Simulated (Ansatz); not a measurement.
## GdTl2Sn2: relaxing a made-up structure

Starting from a made-up structure for GdTl2Sn2, the aim is the relaxed cell, its shortest contacts and, where a second run follows, its electronic structure.

Method: DFT, PBEsol, plane-wave PAW, default files, scalar-relativistic, ferromagnetic start, cell and ions relaxed at zero pressure, in the first sound run; inputs show where later runs differ, in Ansatz 0.2.0.

### 1. The starting structure

Symmetry: I4/mmm, No. 139, tetragonal system. The conventional cell has a = 4.782 Å, b = 4.782 Å, c = 12.001 Å, α = 90.00°, β = 90.00°, γ = 90.00°. Nearest to Tl lie 4 Sn at 2.83 Å and 4 Tl at 3.38 Å and 4 Gd at 3.84 Å. Gd has 8 Sn at 3.69 Å and 8 Tl at 3.84 Å nearest. Sn has 4 Tl at 2.83 Å and 1 Sn at 2.98 Å and 4 Gd at 3.69 Å nearest. Farther neighbours are not listed.

### 2. Relaxation of the guess

The guess takes its coordinates from another compound and its volume from a rule, so the cell and any free coordinates are relaxed together.

input.yaml reads:

```yaml
crystal:
  lattice:
    - [-2.391, 2.391, 6.0005]
    - [2.391, -2.391, 6.0005]
    - [2.391, 2.391, -6.0005]
  atoms:
    - { symbol: Tl, position: [0.25, 0.75, 0.5] }
    - { symbol: Tl, position: [0.75, 0.25, 0.5] }
    - { symbol: Gd, position: [0.0, 0.0, 0.0], spin: 7.0 }
    - { symbol: Sn, position: [0.6241, 0.6241, 0.0] }
    - { symbol: Sn, position: [0.3759, 0.3759, 0.0] }
magnetization:
  spin_polarized: true
kpoints:
  mp_grid: { grid: [8, 8, 8] }
scf:
  occupations: { method: fermi_dirac, width: 0.05 }
hamiltonian:
  xc: pbesol
  pseudopotentials: { kind: paw }
relax:
  f_tol: 0.015
  max_steps: 70
  cell: {}
output:
  forces: true
  stress: true
```

The run is started by

```console
$ ansatz run input.yaml --threads 4 --pin off --max-ram 10240MiB --backend cpu --events-out ev --progress --plain --runs-dir out
```

Numbers of over 12 decimals in the logs are rounded to 6 here.

Output:

```text
basis.fft_grid_basis auto: the FFT boxes are laid along the combinations [[1, 0, 1], [0, 1, 1], [0, 0, 1]] of the cell's own vectors, 4.782, 4.782 and 6.888 Å long. The dense box has 32×32×48 points. Along the cell's own vectors, as sized, it would have 48×48×48, 2.25 times as many. Of the 16 symmetry operations that the crystal satisfies within crystal.symmetry.tolerance (time reversal apart; of a slab, those that k [...]
Engine: ansatz 0.2.0, x86_64-unknown-linux-gnu
Pseudopotentials: kind: paw
Pseudopotential: Tl, paw, valence charge 13, recommended cutoff 420 eV (normal), Tl.paw.azcp
Pseudopotential: Gd, paw, valence charge 18, recommended cutoff 420 eV (normal), Gd.paw.azcp
Pseudopotential: Sn, paw, valence charge 14, recommended cutoff 420 eV (normal), Sn.paw.azcp
Functional definition: PBEsol
  exchange = pbesol_x
  correlation = pbesol_c
Crystal: 5 atoms, lattice volume = 137.217 Å³
Basis set: ecut = 420 eV, 2677 PW (Γ), FFT grids on a1+a3, a2+a3, a3, exchange–correlation on 64×64×96 points (8 copies of the dense FFT grid, shifted against one another)
Bands: 48, of which v1, the nominal top of the filled ones, is band 36 counted from 1 (35 counted from 0)
Symmetry: 16 space group operations
Space group: I4/mmm (ITA 139), of the structure as read, at distance tolerance 5.2e-5 Å
Magnetic group: BNS 139.531 (UNI 1191), of the structure as read, at distance tolerance 5.2e-5 Å
k-points: 59 of 512
Non-local potential: Tl, projectors of the file, l = 0: 2, l = 1: 2, l = 2: 2, l = 3: 1
Non-local potential: Gd, projectors of the file, l = 0: 3, l = 1: 2, l = 2: 2, l = 3: 3
Non-local potential: Sn, projectors of the file, l = 0: 2, l = 1: 2, l = 2: 2, l = 3: 2
PAW form: soft (Blöchl's): semilocal exchange-correlation on the pseudo side does not see the compensation charge
PAW frozen core: Tl, regenerated for the run's functional, and the local potential with it (the file was generated under x = pbe(κ = 0.804, μ = 0.219515), c = pbe(β = 0.066725))
PAW frozen core: Gd, regenerated for the run's functional, and the local potential with it (the file was generated under x = pbe(κ = 0.804, μ = 0.219515), c = pbe(β = 0.066725))
PAW frozen core: Sn, regenerated for the run's functional, and the local potential with it (the file was generated under x = pbe(κ = 0.804, μ = 0.219515), c = pbe(β = 0.066725))
PAW one-centre angular grid: Tl, 590 points (default); XC on 64 Gauss nodes
PAW one-centre angular grid: Gd, 590 points (default); XC on 64 Gauss nodes
PAW one-centre angular grid: Sn, 590 points (default); XC on 64 Gauss nodes
Initial density: superposition of atomic densities (chi_scale 0.1, normalization cell, long waves kept (reshape's long-wave potential 0.01 eV rms))
Starting moments: Σ|m| = 7 μB on 1 of 5 sites
Initial wavefunctions: pseudopotential atomic-orbital guess
Functional: x = pbesol(κ = 0.804, μ = 0.123457), c = pbesol(β = 0.046)
SCF iter   1: F=—  HF=-43718.924576 eV  |F-HF|=—  |Δ(HF+E_count)|=         —  Δρ=1.87e-2 (↑1.87e-2 ↓1.52e-2)  dr2=3.00e0  dr2_m=2.71e-2  M=7.017 μB ∫|m|=7.087 μB  β_m=0.30  ethr=3.10e-3  ⟨swp⟩=6.8  Hψ=21920  notcnv=0  defer=1
Mixer restart at iter 1: flushing history
preconditioner: auto → Kerker (q_TF=auto, 2.450 Å⁻¹)  [metal: Δε(μ)=0.010 eV  Ē_g=14.068 eV  σ=0.050 eV  W_gap=0.05  n_scr=32 (ndim 8)  ℏωp=26.5 eV  f_vac=0.000  D(μ)=8.02/eV (n_scr^D=78)]
spin=Collinear: Kerker preconditioning applied to the charge; magnetization (m = ρ↑ − ρ↓) channel mixes plain (no charge-response kernel on spin).
SCF iter   2: F=—  HF=-43718.442616 eV  |F-HF|=—  |Δ(HF+E_count)|=   4.82e-1  Δρ=1.12e-2 (↑1.12e-2 ↓1.04e-2)  dr2=1.18e0  dr2_m=1.42e-2  M=6.987 μB ∫|m|=7.057 μB  β_m=0.45  ethr=3.10e-3  ⟨swp⟩=2.4  Hψ=8409  notcnv=0  defer=165
SCF iter   3: F=—  HF=-43718.183498 eV  |F-HF|=—  |Δ(HF+E_count)|=   2.59e-1  Δρ=4.54e-3 (↑4.54e-3 ↓4.28e-3)  dr2=1.63e-1  dr2_m=4.34e-3  M=6.964 μB ∫|m|=7.029 μB  β_m=0.50  ethr=1.64e-3  ⟨swp⟩=2.3  Hψ=10217  notcnv=0  defer=172
SCF iter   4: F=—  HF=-43718.160178 eV  |F-HF|=—  |Δ(HF+E_count)|=   2.33e-2  Δρ=2.54e-3 (↑1.76e-3 ↓2.54e-3)  dr2=2.42e-2  dr2_m=1.32e-3  M=6.961 μB ∫|m|=7.027 μB  β_m=0.75  ethr=2.27e-4  ⟨swp⟩=3.0  Hψ=10182  notcnv=0  defer=172
SCF iter   5: F=—  HF=-43718.168517 eV  |F-HF|=—  |Δ(HF+E_count)|=   8.34e-3  Δρ=1.62e-3 (↑3.62e-4 ↓1.62e-3)  dr2=7.59e-3  dr2_m=7.86e-4  M=6.987 μB ∫|m|=7.053 μB  β_m=0.87  ethr=3.37e-5  ⟨swp⟩=2.0  Hψ=11575  notcnv=0  defer=172
SCF iter   6: F=—  HF=-43718.170884 eV  |F-HF|=—  |Δ(HF+E_count)|=   2.37e-3  Δρ=3.68e-4 (↑3.09e-4 ↓3.68e-4)  dr2=4.45e-4  dr2_m=4.67e-5  M=7.024 μB ∫|m|=7.091 μB  β_m=0.85  ethr=1.05e-5  ⟨swp⟩=2.4  Hψ=11234  notcnv=0  defer=176
SCF iter   7: F=—  HF=-43718.170748 eV  |F-HF|=—  |Δ(HF+E_count)|=   1.36e-4  Δρ=1.07e-4 (↑1.07e-4 ↓9.10e-5)  dr2=6.75e-5  dr2_m=1.97e-6  M=7.027 μB ∫|m|=7.095 μB  β_m=0.93  ethr=6.18e-7  ⟨swp⟩=2.0  Hψ=10512  notcnv=0  defer=172
SCF iter   8: F=—  HF=-43718.170769 eV  |F-HF|=—  |Δ(HF+E_count)|=   2.06e-5  Δρ=3.66e-5 (↑3.03e-5 ↓3.66e-5)  dr2=8.89e-6  dr2_m=3.81e-7  M=7.026 μB ∫|m|=7.094 μB  β_m=0.96  ethr=9.37e-8  ⟨swp⟩=2.0  Hψ=10028  notcnv=0  defer=172
SCF iter   9: F=—  HF=-43718.170769 eV  |F-HF|=—  |Δ(HF+E_count)|=   5.87e-7  Δρ=8.26e-6 (↑7.65e-6 ↓8.26e-6)  dr2=7.83e-7  dr2_m=8.81e-9  M=7.028 μB ∫|m|=7.096 μB  β_m=0.98  ethr=1.23e-8  ⟨swp⟩=2.1  Hψ=10342  notcnv=0  defer=172
SCF iter  10: F=—  HF=-43718.170769 eV  |F-HF|=—  |Δ(HF+E_count)|=   9.79e-8  Δρ=4.01e-6 (↑3.46e-6 ↓4.01e-6)  dr2=9.02e-8  dr2_m=3.60e-10  M=7.028 μB ∫|m|=7.096 μB  β_m=0.95  ethr=1.09e-9  ⟨swp⟩=2.0  Hψ=10092  notcnv=0  defer=172
SCF iter  11: F=—  HF=-43718.170769 eV  |F-HF|=—  |Δ(HF+E_count)|=   3.22e-8  Δρ=1.79e-6 (↑1.47e-6 ↓1.79e-6)  dr2=1.48e-8  dr2_m=1.82e-10  M=7.028 μB ∫|m|=7.096 μB  β_m=0.84  ethr=1.25e-10  ⟨swp⟩=2.0  Hψ=10352  notcnv=0  defer=172
SCF iter  12: F=—  HF=-43718.170769 eV  |F-HF|=—  |Δ(HF+E_count)|=   1.93e-9  Δρ=7.77e-7 (↑4.08e-7 ↓7.77e-7)  dr2=1.97e-9  dr2_m=1.37e-10  M=7.028 μB ∫|m|=7.096 μB  β_m=0.92  ethr=2.05e-11  ⟨swp⟩=2.0  Hψ=9724  notcnv=0  defer=172
SCF iter  13: F=-43718.170769 eV  HF=-43718.170769 eV  |F-HF|=1.60e-8  |Δ(HF+E_count)|=   2.60e-9  Δρ=3.17e-6 (↑2.91e-7 ↓3.17e-6)  dr2=1.55e-8  dr2_m=3.19e-9  M=7.028 μB ∫|m|=7.096 μB  ethr=2.73e-12  ⟨swp⟩=1.2  Hψ=16480  notcnv=0
SCF 1 converged in 13 iterations: F = -43718.170769 eV  dr2 = 1.55e-8
  greatest PAW one-centre occupation: 0.999 electrons in one spin orbital (limit 2), on the Gd atom at site 2 (counted from 0), in its partial waves of l = 0
[...]
relax step  10: F+E_penalty+E_count = -43719.51489911 eV  Δ(F+E_penalty+E_count) = -8.431e-2 eV  max|allowed force component| = 1.554e-2 eV/Å  Δτ_max = 0.0000 Å  P = +0.877 GPa  Ω = 143.218 Å³  stress off target by 2.48e0 GPa  SCF on the basis re-selected at this cell (its energy is not comparable with the rows above)  (11 SCF iters)
relax step  11: F+E_penalty+E_count = -43719.55161967 eV  Δ(F+E_penalty+E_count) = -3.672e-2 eV  max|allowed force component| = 5.725e-3 eV/Å  Δτ_max = 0.0142 Å  P = +0.522 GPa  Ω = 144.152 Å³  energy of the carried Pulay correction = -2.729e-4 eV  (8 SCF iters, dr2 threshold 5.00e-7 eV, accepted)
relax step  12: F+E_penalty+E_count = -43719.56534076 eV  Δ(F+E_penalty+E_count) = -1.372e-2 eV  max|allowed force component| = 4.742e-2 eV/Å  Δτ_max = 0.0118 Å  P = +0.116 GPa  Ω = 145.607 Å³  energy of the carried Pulay correction = -6.689e-4 eV  (7 SCF iters, dr2 threshold 5.00e-7 eV, accepted)
relax step  13: F+E_penalty+E_count = -43719.56778527 eV  Δ(F+E_penalty+E_count) = -2.445e-3 eV  max|allowed force component| = 1.890e-2 eV/Å  Δτ_max = 0.0180 Å  P = -0.141 GPa  Ω = 146.906 Å³  energy of the carried Pulay correction = -1.024e-3 eV  (8 SCF iters, dr2 threshold 2.73e-7 eV, accepted)
relax step  14: F+E_penalty+E_count = -43719.56820299 eV  Δ(F+E_penalty+E_count) = -4.177e-4 eV  max|allowed force component| = 8.328e-3 eV/Å  Δτ_max = 0.0019 Å  P = +0.022 GPa  Ω = 146.317 Å³  energy of the carried Pulay correction = -8.790e-4 eV  (8 SCF iters, dr2 threshold 7.55e-8 eV, accepted)
Basis set: ecut = 420 eV, 2843 PW (Γ), FFT grids on a1+a3, a2+a3, a3, exchange–correlation on 60×60×120 points (8 copies of the dense FFT grid, shifted against one another)
iter 1 solved again at ethr=7.47e-8 eV; its pass at ethr=3.10e-3 eV (dr2=5.38e-5 eV) is discarded
SCF iter   1: F=—  HF=-43719.569267 eV  |F-HF|=—  |Δ(HF+E_count)|=         —  Δρ=4.05e-5 (↑3.35e-5 ↓4.05e-5)  dr2=1.11e-6  dr2_m=2.10e-7  M=7.025 μB ∫|m|=7.133 μB  β_m=0.65  ethr=7.47e-8  ⟨swp⟩=3.9  Hψ=38918  notcnv=0
preconditioner: auto → Kerker (q_TF=auto, 2.424 Å⁻¹)  [metal: Δε(μ)=0.009 eV  Ē_g=14.535 eV  σ=0.050 eV  W_gap=0.04  n_scr=34 (ndim 8)  ℏωp=25.7 eV  f_vac=0.001  D(μ)=3.59/eV (n_scr^D=24)]
spin=Collinear: Kerker preconditioning applied to the charge; magnetization (m = ρ↑ − ρ↓) channel mixes plain (no charge-response kernel on spin).
SCF iter   2: F=—  HF=-43719.569268 eV  |F-HF|=—  |Δ(HF+E_count)|=   1.33e-6  Δρ=1.72e-5 (↑1.41e-5 ↓1.72e-5)  dr2=3.87e-7  dr2_m=3.28e-8  M=7.025 μB ∫|m|=7.133 μB  β_m=0.60  ethr=1.54e-9  ⟨swp⟩=2.0  Hψ=9853  notcnv=0
SCF iter   3: F=—  HF=-43719.569269 eV  |F-HF|=—  |Δ(HF+E_count)|=   4.35e-7  Δρ=4.21e-6 (↑3.60e-6 ↓4.21e-6)  dr2=1.47e-8  dr2_m=2.58e-9  M=7.025 μB ∫|m|=7.133 μB  β_m=0.57  ethr=5.38e-10  ⟨swp⟩=2.2  Hψ=10263  notcnv=0
SCF iter   4: F=—  HF=-43719.569269 eV  |F-HF|=—  |Δ(HF+E_count)|=   3.13e-9  Δρ=1.41e-6 (↑9.08e-7 ↓1.41e-6)  dr2=8.13e-9  dr2_m=2.23e-10  M=7.025 μB ∫|m|=7.133 μB  β_m=0.63  ethr=2.04e-11  ⟨swp⟩=2.0  Hψ=10298  notcnv=0
SCF iter   5: F=—  HF=-43719.569269 eV  |F-HF|=—  |Δ(HF+E_count)|=  6.40e-10  Δρ=3.23e-7 (↑2.56e-7 ↓3.23e-7)  dr2=4.36e-10  dr2_m=1.32e-11  M=7.025 μB ∫|m|=7.133 μB  β_m=0.79  ethr=1.13e-11  ⟨swp⟩=2.0  Hψ=9658  notcnv=0
SCF iter   6: F=—  HF=-43719.569269 eV  |F-HF|=—  |Δ(HF+E_count)|=   3.68e-8  Δρ=3.12e-7 (↑1.10e-7 ↓3.12e-7)  dr2=1.54e-10  dr2_m=3.40e-11  M=7.025 μB ∫|m|=7.133 μB  β_m=0.90  ethr=1.00e-12  ⟨swp⟩=2.1  Hψ=10065  notcnv=0
SCF iter   7: F=—  HF=-43719.569269 eV  |F-HF|=—  |Δ(HF+E_count)|=  3.86e-10  Δρ=1.11e-7 (↑5.37e-8 ↓1.11e-7)  dr2=1.87e-11  dr2_m=6.41e-12  M=7.025 μB ∫|m|=7.133 μB  β_m=0.95  ethr=1.00e-12  ⟨swp⟩=2.0  Hψ=9862  notcnv=0
SCF iter   8: F=—  HF=-43719.569269 eV  |F-HF|=—  |Δ(HF+E_count)|=  2.91e-11  Δρ=2.76e-8 (↑1.43e-8 ↓2.76e-8)  dr2=1.65e-12  dr2_m=3.32e-13  M=7.025 μB ∫|m|=7.133 μB  β_m=0.96  ethr=1.00e-12  ⟨swp⟩=1.0  Hψ=5665  notcnv=0
SCF iter   9: F=-43719.569269 eV  HF=-43719.569269 eV  |F-HF|=7.28e-12  |Δ(HF+E_count)|=    0.00e0  Δρ=5.23e-8 (↑6.46e-9 ↓5.23e-8)  dr2=5.36e-12  dr2_m=8.26e-13  M=7.025 μB ∫|m|=7.133 μB  ethr=1.00e-12  ⟨swp⟩=3.0  Hψ=19324  notcnv=0
SCF 15 converged in 9 iterations: F = -43719.569269 eV  dr2 = 5.36e-12
relax step  15: F+E_penalty+E_count = -43719.56926866 eV  Δ(F+E_penalty+E_count) = -1.066e-3 eV  max|allowed force component| = 8.708e-3 eV/Å  Δτ_max = 0.0000 Å  P = +0.017 GPa  Ω = 146.317 Å³  stress off target by 3.25e-2 GPa  SCF on the basis re-selected at this cell (its energy is not comparable with the rows above)  (9 SCF iters)
basis re-selected at this cell: Δ(F+E_penalty+E_count) = -1.066e-3 eV, ΔP = -0.005 GPa vs the last step (what re-selecting the basis moved, of the pressure what is left beyond the Pulay correction that the steps carried, after the strain that the cell walked since its last selection, with what the two solves' SCF thresholds leave and, on support functions, any second-order correction that the steps lacked; it is no measure of the basis error at this ecutwfc). The dense FFT grid was sized anew with the basis: this SCF ran on 30×30×60 points, the steps before it on 30×30×54, so part of this shift can come from that change (see relax.cell in the input reference). [rest of the remark cut]
SCF converged after 9 iterations
Magnetization: 7.0248 μB (39.5124 up, 32.4876 down)
Absolute magnetization: 7.1317 μB (∫|ρ↑−ρ↓|, with the PAW one-centre terms)
Spin contamination: 0.0907 ħ² per cell (⟨S²⟩ above its minimum at these occupations)
Per-site moments (μB) at R_I (Å): [(0.00193925, 1.257274), (0.00193925, 1.257274), (6.957871, 1.388164), (-0.013611, 1.176877), (-0.013611, 1.176877)]
Free energy (F): -43719.569269 eV
Harris-Foulkes:  -43719.569269 eV  (|F-HF|=7.28e-12)
Internal energy: -43719.538616 eV  (E = F + TS)
E sigma→0 (E₀):  -43719.553942 eV
Entropy (-TS):   -0.030653 eV (-6.131 meV/atom)
Fermi energy:    10.596234 eV
--- Per-component energies (eV) ---
  E_band       = -203.609070
  E_kinetic    = 1442.304270
  E_local      = -5833.112158  (includes V_loc(G=0)·N_el)
  E_nonlocal   = 875.253599
  E_hartree    = 2704.142392
  E_xc         = -1446.671306
  E_vxc        = -729.470235  (∫ρ·V_xc dr)
  E_paw        = -34515.388086  (= ΣΔE_a)
  E_vpaw       = -1366.869268  (= ΣTr[D̂ρ^β])
  E_aug_tail   = 0.000066  (compensation charges beyond the density's cutoff)
  E_ewald      = -6947.374774
  E_core_change = 1.307380  (= ΣΔE_core)
  E_smearing   = -0.030653  (= −TS)
  E_closure    = 0.000000  (closes the sum)
  Σ components = -43719.569269   (vs F -43719.569269, Δ=0.00e0)
--- Forces (eV/Å), atoms counted from 1 ---
  atom   1  Tl     0.00000000    -0.00000000     0.00000000
  atom   2  Tl    -0.00000000     0.00000000     0.00000000
  atom   3  Gd     0.00000000     0.00000000    -0.00000000
  atom   4  Sn    -0.00000000     0.00000000    -0.00870839
  atom   5  Sn     0.00000000     0.00000000     0.00870839
  max |Σ_I F_I| component: 6.94e-18 eV/Å
--- Stress (GPa, compression-positive) ---
        0.032501       0.000000       0.000000
        0.000000       0.032501      -0.000000
        0.000000      -0.000000      -0.014950
  P = ⅓ Tr σ = 0.0167 GPa (0.167 kbar)
--- Relaxed structure (13 steps of the walk, 13 accepted, 2 SCFs on fresh bases) ---
  F+E_penalty+E_count = -43719.56926866 eV   max|allowed force component| = 8.708e-3 eV/Å   (the final SCF, on the basis selected at the relaxed cell)
  cell:  # Å, volume = 146.3170 Å³
    - [-2.155218, 2.155218, 7.875038]
    - [2.155218, -2.155218, 7.875038]
    - [2.155218, 2.155218, -7.875038]
  atoms:
    - { symbol: Tl, position: [0.250000, 0.75, 0.5] }
    - { symbol: Tl, position: [0.75, 0.250000, 0.5] }
    - { symbol: Gd, position: [6.938315710931319e-19, 6.938315710931318e-19, 0] }
    - { symbol: Sn, position: [0.590572, 0.590572, 0] }
    - { symbol: Sn, position: [0.409428, 0.409428, 0] }
```

Run time: 2.6 min. Hardware: 4 threads of Intel Xeon Platinum 8488C (Sapphire Rapids), shared host; peak memory 1 GiB.

Step by step:

```tsv
step	energy less that of the first step (eV)	largest force component (eV/Å)	pressure (GPa)	volume (Å³)
1	0.0000	2.1048	6.43	137.22
2	-0.5248	0.6877	1.96	145.48
3	-0.7080	0.2595	0.10	150.07
4	-0.8816	0.1235	-0.60	151.30
5	-1.0561	0.0450	-0.96	150.84
6	-1.2186	0.1049	-0.41	146.37
7	-1.2495	0.0525	-0.98	145.30
8	-1.2598	0.0053	0.01	143.25
9	-1.2598	0.0014	0.00	143.22
10*	-1.3441	0.0155	0.88	143.22
11	-1.3809	0.0057	0.52	144.15
12	-1.3946	0.0474	0.12	145.61
13	-1.3970	0.0189	-0.14	146.91
14	-1.3974	0.0083	0.02	146.32
15*	-1.3985	0.0087	0.02	146.32
```

Relaxation steps marked * repeat the geometry before them on a plane-wave basis chosen anew for their cell, so energy and pressure can jump there.

Forces are held to the 16 operations that the run works with; a distortion that breaks them can't arise in this run.

```tsv
cell as run	before	after	change
a (Å)	6.888	8.444	+22.6 %
b (Å)	6.888	8.444	+22.6 %
c (Å)	6.888	8.444	+22.6 %
α (°)	139.37	150.43	+7.9 %
β (°)	139.37	150.43	+7.9 %
γ (°)	58.80	42.32	-28.0 %
volume (Å³/atom)	27.44	29.26	+6.6 %
```

The atoms that moved most (Å, as changes of fractional coordinates times the final cell):

```tsv
atom	dx	dy	dz	length
Sn4	0.000	0.000	-0.528	0.528
Sn5	0.000	0.000	0.528	0.528
```

The relaxed structure:

```cif
data_structure
_symmetry_space_group_name_H-M 'P 1'
_symmetry_Int_Tables_number 1
_cell_length_a 8.4443
_cell_length_b 8.4443
_cell_length_c 8.4443
_cell_angle_alpha 150.426
_cell_angle_beta 150.426
_cell_angle_gamma 42.317
_cell_volume 146.32
loop_
_atom_site_label
_atom_site_type_symbol
_atom_site_fract_x
_atom_site_fract_y
_atom_site_fract_z
_atom_site_occupancy
Tl1 Tl 0.25000 0.75000 0.50000 1
Tl2 Tl 0.75000 0.25000 0.50000 1
Gd3 Gd 0.00000 0.00000 0.00000 1
Sn4 Sn 0.59057 0.59057 0.00000 1
Sn5 Sn 0.40943 0.40943 0.00000 1
```

Numbers from this step:

* free energy: -43719.5693 eV
* energy at zero smearing: -43719.5539 eV
* smearing term TS: 0.03065 eV
* Fermi energy: 10.60 eV
* magnetization: 7.025 μB
* absolute magnetization: 7.132 μB
* site moments: 0.001939, 0.001939, 6.958, -0.01361, -0.01361 μB
* electrons: 72
* symmetry operations: 16
* pressure: 0.01668 GPa

Site moment by atom:

```tsv
atom	site moment (μB)
Tl1	0.00
Tl2	0.00
Gd3	6.96
Sn4	-0.01
Sn5	-0.01
```

The shortest distance of each pair, which need not be the same contact before and after:

```tsv
pair	guess (Å)	relaxed (Å)
Sn–Sn	2.979	2.853
Tl–Tl	3.381	3.048
Sn–Tl	2.828	3.309
Gd–Sn	3.695	3.365
Gd–Gd	4.782	4.310
```

The relaxation ends with a largest force component of 0.0087 eV/Å and a pressure of 0.02 GPa.

(Part 1 of 2 ends here.)

[Logs are printed without paths, hosts, clocks, repeated set-up lines and the standing remarks that a program may print on its own settings, such as how far it seeks lower states.]

[Hosts, paths, dates, database ids (printed as entryN), source tags and the programs' standing remarks are cut or masked in the printed files.]
